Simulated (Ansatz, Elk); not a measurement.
# How far do independent atoms describe MnCuPd?

The structure of MnCuPd used here is made up (a known structure type with other elements) and was relaxed beforehand with PBEsol. The aim is the Fourier transform of its all-electron density, F(hkl), set beside the sum over free spherical atoms that refinements use.

Main program and level: Elk 11.2.3 (patched build); DFT, PBE, all-electron APW+lo, Dirac cores, scalar-relativistic bands, static density, ferromagnetic start.

The structure was built from a prototype and need not be the compound's stable phase.

## 1. Set-up

It takes space group P3m1 (No. 156, trigonal). The conventional cell has a = 2.695 Å, b = 2.695 Å, c = 6.291 Å, α = 90.00°, β = 90.00°, γ = 120.00°. Pd has 3 Mn at 2.64 Å and 3 Cu at 2.65 Å and 6 Pd at 2.69 Å nearest. Nearest to Cu lie 3 Mn at 2.54 Å and 3 Pd at 2.65 Å and 6 Cu at 2.69 Å. Mn has 3 Cu at 2.54 Å and 3 Pd at 2.64 Å and 6 Mn at 2.69 Å nearest. Farther neighbours are not listed.

## 2. Ground state and structure factors

An all-electron density is needed, since X-rays see the cores too. Task 0 finds the density and task 195 Fourier-transforms it; tshift is off so that phases refer to the origin typed.

elk.in

```
tasks
  0
  195
  196

xctype
  20

spinpol
  .true.

rgkmax
  7.0

gmaxvr
  14.0

lmaxo
  7

lmaxapw
  8

swidth
  0.002

tshift
  .false.

ramdisk
  .false.

hmaxvr
  5.5

maxscl
  120

epspot
  1e-06

reducebf
  0.8

sppath
  './'

avec
  5.09277097720 -0.00000000000 0.00000000000
  -2.54638548860 4.41046904192 -0.00000000000
  0.00000000000 0.00000000000 11.88903365963

atoms
  3
  'Pd.in'
  1
  -0.0000000000 -0.0000000000 0.3314500468   0.000000 0.000000 0.000000
  'Cu.in'
  1
  0.3333333333 0.6666666667 0.9907752645   0.000000 0.000000 0.000000
  'Mn.in'
  1
  0.6666666667 0.3333333333 0.6708746888   0.000000 0.000000 -0.160000

ngridk
  8 8 3
```

On the command line:

```
> OMP_NUM_THREADS=4 elk
```

Numbers of over 12 decimals in the logs are rounded to 6 here.

The log of the run:

```text
┌─────────────────────────┐
│ Elk code version 11.2.3 │
└─────────────────────────┘

All units are atomic (Hartree, Bohr, etc.)

┌─────────────────────────────────────────────────┐
│ Ground-state run starting from atomic densities │
└─────────────────────────────────────────────────┘

Lattice vectors :
   5.092770977      -0.000000000       0.000000000
  -2.546385489       4.410469042      -0.000000000
   0.000000000       0.000000000       11.88903366

Reciprocal lattice vectors :
   1.233745899      0.7123035268      -0.000000000
   0.000000000       1.424607054      -0.000000000
   0.000000000       0.000000000      0.5284857867

Unit cell volume      :    267.0456334
Brillouin zone volume :   0.9288682624

Muffin-tin inner radius fraction :   0.1000000000E-01

Nuclei treated as point charges

Species : 1 (Pd)
 parameters loaded from : Pd.in
 name : palladium
 nuclear charge    :   -46.00000000
 electronic charge :    46.00000000
 atomic mass :    193991.7927
 muffin-tin radius :    2.521385489
 number of radial points in muffin-tin :    993
 inner part over the whole radius :   0.9873593300E-02
 number on inner part of muffin-tin    :    706
 approximate nuclear radius :   0.8586907259E-04
 number of mesh points to nuclear radius :    354
 atomic positions (lattice), magnetic fields (Cartesian) :
  1 :   0.00000000  0.00000000  0.33145005    0.00000000  0.00000000  0.00000000

Species : 2 (Cu)
 parameters loaded from : Cu.in
 name : copper
 nuclear charge    :   -29.00000000
 electronic charge :    29.00000000
 atomic mass :    115837.2717
 muffin-tin radius :    2.378674058
 number of radial points in muffin-tin :    993
 inner part over the whole radius :   0.9919110815E-02
 number on inner part of muffin-tin    :    701
 approximate nuclear radius :   0.7406004541E-04
 number of mesh points to nuclear radius :    336
 atomic positions (lattice), magnetic fields (Cartesian) :
  1 :   0.33333333  0.66666667  0.99077526    0.00000000  0.00000000  0.00000000

Species : 3 (Mn)
 parameters loaded from : Mn.in
 name : manganese
 nuclear charge    :   -25.00000000
 electronic charge :    25.00000000
 atomic mass :    100145.9370
 muffin-tin radius :    2.378674058
 number of radial points in muffin-tin :    993
 inner part over the whole radius :   0.9979998708E-02
 number on inner part of muffin-tin    :    700
 approximate nuclear radius :   0.7074591925E-04
 number of mesh points to nuclear radius :    330
 atomic positions (lattice), magnetic fields (Cartesian) :
  1 :   0.66666667  0.33333333  0.67087469    0.00000000  0.00000000 -0.16000000

Total number of atoms per unit cell :    3
Total muffin-tin volume :    179.8956497
 ratio of muffin-tin to unit cell volume :   0.6736513434

Spin treatment :
 spin-polarised
 global magnetic field (Cartesian) :    0.000000000       0.000000000       0.000000000
 collinear magnetisation in z-direction

Number of Bravais lattice symmetries :   24
Number of crystal symmetries         :    6
Crystal has no inversion symmetry
Complex Hermitian eigensolver will be used

k-point grid :      8     8     3
k-point offset :    0.000000000       0.000000000       0.000000000
k-point set is reduced with full crystal symmetry group
Total number of k-points :       45

Muffin-tin radius times maximum |G+k| :    7.000000000
 using average radius
Maximum |G+k| for APW functions       :    2.885117267
Maximum (1/2)|G+k|²                   :    4.161950821
Maximum |G| for potential and density :    14.00000000
Constant for pseudocharge density :    9
 order of it for each species :   16  16  16
 order of it for pair densities of each species (exact exchange by exxq0 0: 17) :   10   9   9
Radial integration step length :    1

G-vector grid sizes :     24    24    54
Number of G-vectors :    12365

Maximum angular momentum used for
 APW functions            :    8
 outer part of muffin-tin :    7
 inner part of muffin-tin :    2

Total nuclear charge    :   -100.0000000
[...]
total moment                :    1.164756853

RMS change in Kohn-Sham potential (target) :    3.287916623     (  0.1000000000E-05)
Absolute change in total energy (target)   :    3.572942134     (  0.1000000000E-03)

[... loops 3 to 28 left out ...]

┌──────────────────┐
│ Loop number : 29 │
└──────────────────┘

Energies :
 Fermi                       :     0.287880
 sum of occupied eigenvalues :     -4636.0253282311
 electron kinetic            :      8127.2131847336
 core electron kinetic       :      7650.7688933090
 Coulomb                     :     -15723.695961677
 Coulomb potential           :     -12419.261780697
 nuclear-nuclear             :     -1095.3586999460
 electron-nuclear            :     -16877.225310288
 Hartree                     :      2248.8880485573
 Madelung                    :     -9514.0650713283
 xc potential                :     -343.75840422661
 xc effective B-field        :    -0.218327
 external B-field            :      0.000000
 exchange                    :     -259.22665516004
 correlation                 :     -5.001782
 electron entropic           :    -0.93630414131988E-03
 total energy                :     -7860.7121507391
 (external B-field energy excluded from total)

Density of states at Fermi energy :    71.58005993
 (states/Hartree/unit cell)

Estimated indirect band gap :   0.1092907573E-02
 from k-point 5 to k-point 41
Estimated direct band gap   :   0.3090103579E-02
 at k-point 43

Charges :
 core                        :    50.00000000
 valence                     :    50.00000000
 interstitial                :    2.854158113
 muffin-tins (core leakage)
  species : 1 (Pd)
[...]
species : 2 (Cu)
[...]
species : 3 (Mn)
[...]
total in muffin-tins        :    97.14584189
 total calculated charge     :    99.99782701
 total charge                :    100.0000000
 error                       :   0.2172987045E-02

Moments :
 interstitial                :   0.9166464787E-01
 muffin-tins
  species : 1 (Pd)
[...]
species : 2 (Cu)
[...]
species : 3 (Mn)
[...]
total in muffin-tins        :    3.713092833
 total moment                :    3.804757481

RMS change in Kohn-Sham potential (target) :   0.6709312507E-06 (  0.1000000000E-05)
Absolute change in total energy (target)   :   0.7749505130E-05 (  0.1000000000E-03)

Convergence targets achieved

┌──────────────────┐
│ Loop number : 30 │
└──────────────────┘

Energies :
 Fermi                       :     0.287879
 sum of occupied eigenvalues :     -4636.0253688300
 electron kinetic            :      8127.2131397591
 core electron kinetic       :      7650.7688621154
 Coulomb                     :     -15723.695962368
 Coulomb potential           :     -12419.261803958
 nuclear-nuclear             :     -1095.3586999460
 electron-nuclear            :     -16877.225288017
 Hartree                     :      2248.8880255947
 Madelung                    :     -9514.0650603888
 xc potential                :     -343.75837945464
 xc effective B-field        :    -0.218322
 external B-field            :      0.000000
 exchange                    :     -259.22665128462
 correlation                 :     -5.001783
 electron entropic           :    -0.93634598408351E-03
 total energy                :     -7860.7121929151
 (external B-field energy excluded from total)

Density of states at Fermi energy :    71.58339780
 (states/Hartree/unit cell)

Estimated indirect band gap :   0.1091488837E-02
 from k-point 5 to k-point 41
Estimated direct band gap   :   0.3088358903E-02
 at k-point 43

Charges :
 core                        :    50.00000000
 valence                     :    50.00000000
 interstitial                :    2.854158563
 muffin-tins (core leakage)
  species : 1 (Pd)
   atom 1                    :    45.09174066     ( -0.6799298795E-06)
  species : 2 (Cu)
   atom 1                    :    28.22461052     (  0.1779585048E-03)
  species : 3 (Mn)
   atom 1                    :    23.82949025     ( -0.2241625605E-06)
 total in muffin-tins        :    97.14584144
 total calculated charge     :    99.99782701
 total charge                :    100.0000000
 error                       :   0.2172993100E-02

Moments :
 interstitial                :   0.9165910537E-01
 muffin-tins
  species : 1 (Pd)
   atom 1                    :   0.2102375725
  species : 2 (Cu)
   atom 1                    :   0.9216885401E-01
  species : 3 (Mn)
   atom 1                    :    3.410643640
 total in muffin-tins        :    3.713050066
 total moment                :    3.804709172

┌──────────────────────────────┐
│ Self-consistent loop stopped │
└──────────────────────────────┘

Warning : core states of species 2 leak from the muffin-tin :   0.1779585048E-03

Wrote STATE.OUT
```

The job ended after 2.3 min (4 threads of INTEL XEON PLATINUM 8581C at 2.30GHz (Emerald Rapids), shared host; peak memory 0.41 GiB).

SFACRHO.OUT:

```text

h k l indices transformed by vhmat matrix:
   1.000000000       0.000000000       0.000000000    
   0.000000000       1.000000000       0.000000000    
   0.000000000       0.000000000       1.000000000    

      h      k      l  multipl.   |H|            Re(F)            Im(F)           |F|

      0      0      0      1   0.0000000       100.00000      0.43252381E-17   100.00000    
      0      0      1      1  0.52848579      -5.1222384       16.042248       16.840162    
      0      0     -1      1  0.52848579      -5.1222384      -16.042248       16.840162    
      0      0      2      1   1.0569716      -7.0726806      -19.406868       20.655491    
      0      0     -2      1   1.0569716      -7.0726806       19.406868       20.655491    
      1      0      0      3   1.4246071       15.502405       3.6690081       15.930668    
     -1      0      0      3   1.4246071       15.502405      -3.6690081       15.930668    
     -1      1     -1      3   1.5194744      -11.497008      -12.708119       17.137021    
      1     -1     -1      3   1.5194744      -36.575146      -65.826299       75.305000    
      0      1      1      3   1.5194744      -11.497008       12.708119       17.137021    
      1      0      1      3   1.5194744      -36.575146       65.826299       75.305000    
      0      0      3      1   1.5854574       73.666755      -3.6034892       73.754836    
      0      0     -3      1   1.5854574       73.666755       3.6034892       73.754836    
      0     -1     -2      3   1.7738924      -37.205197       59.837160       70.460715    
     -1      1      2      3   1.7738924      -8.7234567      -8.3614764       12.083583    
      0      1     -2      3   1.7738924      -8.7234567       8.3614764       12.083583    
      0      1      2      3   1.7738924      -37.205197      -59.837160       70.460715    
      0      0      4      1   2.1139431      -1.6655550       8.8652783       9.0203787
```

Elk indexes on the primitive cell of elk.in and gives |H| = 4π sin θ/λ in inverse bohr. Below, one row stands for each form hkl of the conventional cell (m members, Friedel mates merged), F is for one primitive cell and the density is static (no thermal factor). Free-atom factors are Waasmaier and Kirfel's, and R is Σm||F|−|F'||/Σm|F|.

```csv
hkl,m,sin θ/λ (Å⁻¹),"abs F, DFT",neutral atoms,diff.,abs of complex diff.
001,2,0.080,16.840,17.138,-0.298,0.324
002,2,0.159,20.656,20.956,-0.301,0.361
100,6,0.214,15.931,16.094,-0.163,0.238
011,6,0.229,17.137,17.243,-0.106,0.203
101,6,0.229,75.305,76.057,-0.752,0.752
003,2,0.238,73.755,74.493,-0.738,0.739
012,6,0.267,70.461,71.101,-0.640,0.640
102,6,0.267,12.084,12.103,-0.019,0.223
004,2,0.318,9.020,8.970,+0.050,0.156
013,6,0.321,10.191,10.100,+0.091,0.179
103,6,0.321,17.675,17.676,-0.001,0.191
110,6,0.371,59.304,59.364,-0.060,0.060
111,12,0.380,11.829,11.711,+0.117,0.156
104,6,0.383,57.723,57.689,+0.033,0.034
014,6,0.383,17.558,17.463,+0.095,0.138
005,2,0.397,18.416,18.345,+0.070,0.122
112,12,0.404,14.851,14.731,+0.120,0.149
200,6,0.428,12.364,12.233,+0.131,0.144
```

## 3. The magnetisation density

The same run holds the spin density, and task 196 transforms it. The order is that of the start, and no other was tried.

SFACMAG_1.OUT:

```text

h k l indices transformed by vhmat matrix:
   1.000000000       0.000000000       0.000000000    
   0.000000000       1.000000000       0.000000000    
   0.000000000       0.000000000       1.000000000    

      h      k      l  multipl.   |H|            Re(F)            Im(F)           |F|

      0      0      0      1   0.0000000       3.8047093      0.13238271E-16   3.8047093    
      0      0      1      1  0.52848579      -1.5466010      -2.6858133       3.0992850    
      0      0     -1      1  0.52848579      -1.5466010       2.6858133       3.0992850    
      0      0      2      1   1.0569716      -1.4823311       2.1444450       2.6069042    
      0      0     -2      1   1.0569716      -1.4823311      -2.1444450       2.6069042    
      1      0      0      3   1.4246071     -0.98930880      -1.7845037       2.0403885    
     -1      0      0      3   1.4246071     -0.98930880       1.7845037       2.0403885    
     -1      1     -1      3   1.5194744       1.9307577     -0.74966056E-01   1.9322126    
      1     -1     -1      3   1.5194744      -1.1618293      -1.8886363       2.2173846    
      0      1      1      3   1.5194744       1.9307577      0.74966055E-01   1.9322126    
      1      0      1      3   1.5194744      -1.1618293       1.8886363       2.2173846    
      0      0      3      1   1.5854574       2.1058803      0.13385088       2.1101299    
      0      0     -3      1   1.5854574       2.1058803     -0.13385088       2.1101299    
      0     -1     -2      3   1.7738924     -0.86340930       1.6456606       1.8584064    
     -1      1      2      3   1.7738924       1.5396148      0.10850741       1.5434337    
      0      1     -2      3   1.7738924       1.5396148     -0.10850741       1.5434337
```

The total moment is 3.80 μB a cell; sphere moments: Pd1 +0.21, Cu2 +0.09, Mn3 +3.41 μB. Polarised neutrons measure spin and orbital magnetisation together; without spin-orbit coupling the run gives the spin part:

```csv
hkl,sin θ/λ (Å⁻¹),abs F_M (μB)
001,0.080,3.099
002,0.159,2.607
100,0.214,2.040
011,0.229,1.932
101,0.229,2.217
003,0.238,2.110
012,0.267,1.858
102,0.267,1.543
004,0.318,1.216
013,0.321,1.215
103,0.321,1.137
110,0.371,1.055
111,0.380,0.872
104,0.383,0.942
```

## 4. The highest occupied states alone

An energy window below the Fermi level keeps the highest occupied states, to see at which angles they scatter; shallow core shells can lie inside it and anion s states outside. No new self-consistency is needed.

Changes to elk.in since step 2:

```diff
@@ -1,5 +1,3 @@
 tasks
-  0
   195
-  196
 
@@ -44,2 +42,5 @@
 
+wsfac
+  -0.263360 0.587880
+
 sppath
```

On the command line:

```
> OMP_NUM_THREADS=4 elk
```

The log of the run:

```text
┌─────────────────────────────────┐
│ Elk code version 11.2.3 started │
└─────────────────────────────────┘

Info(readinput): the functional depends on the density's gradient
 muffin-tin radial points multiplied by    2.00000
 (not where nrmtscf is given)

┌────────────────────┐
│ Current task : 195 │
└────────────────────┘
Info(checkmt): changed muffin-tin radius of species 1 (Pd) from   2.6000 to   2.5214
Info(checkmt): changed muffin-tin radius of species 2 (Cu) from   2.4000 to   2.3787
Info(checkmt): changed muffin-tin radius of species 3 (Mn) from   2.4000 to   2.3787

Info(sfacrho): density structure factors written to SFACRHO.OUT

 Energy window :  -0.2633600000      0.5878800000

┌──────────────────┐
│ Elk code stopped │
└──────────────────┘
```

Run time: 3 s. Hardware: 4 threads; peak memory 0.17 GiB; 6.7 s of CPU time.

States within 15 eV below the Fermi level hold 28.00 electrons; any levels below the window count with the cores. Their amplitudes can exceed the total, where window and core parts have opposite phase:

```csv
hkl,sin θ/λ (Å⁻¹),"abs F, window","abs F, all"
001,0.080,3.366,16.840
002,0.159,3.629,20.656
100,0.214,3.200,15.931
011,0.229,3.145,17.137
101,0.229,11.997,75.305
003,0.238,11.326,73.755
012,0.267,9.785,70.461
102,0.267,3.096,12.084
004,0.318,3.156,9.020
013,0.321,3.017,10.191
```

(Part 1 of 2 ends here.)

[Logs are printed without paths, hosts, clocks, repeated set-up lines and the standing remarks that a program may print on its own settings, such as how far it seeks lower states.]

[Hosts, paths, dates, database ids (printed as entryN), source tags and the programs' standing remarks are cut or masked in the printed files.]
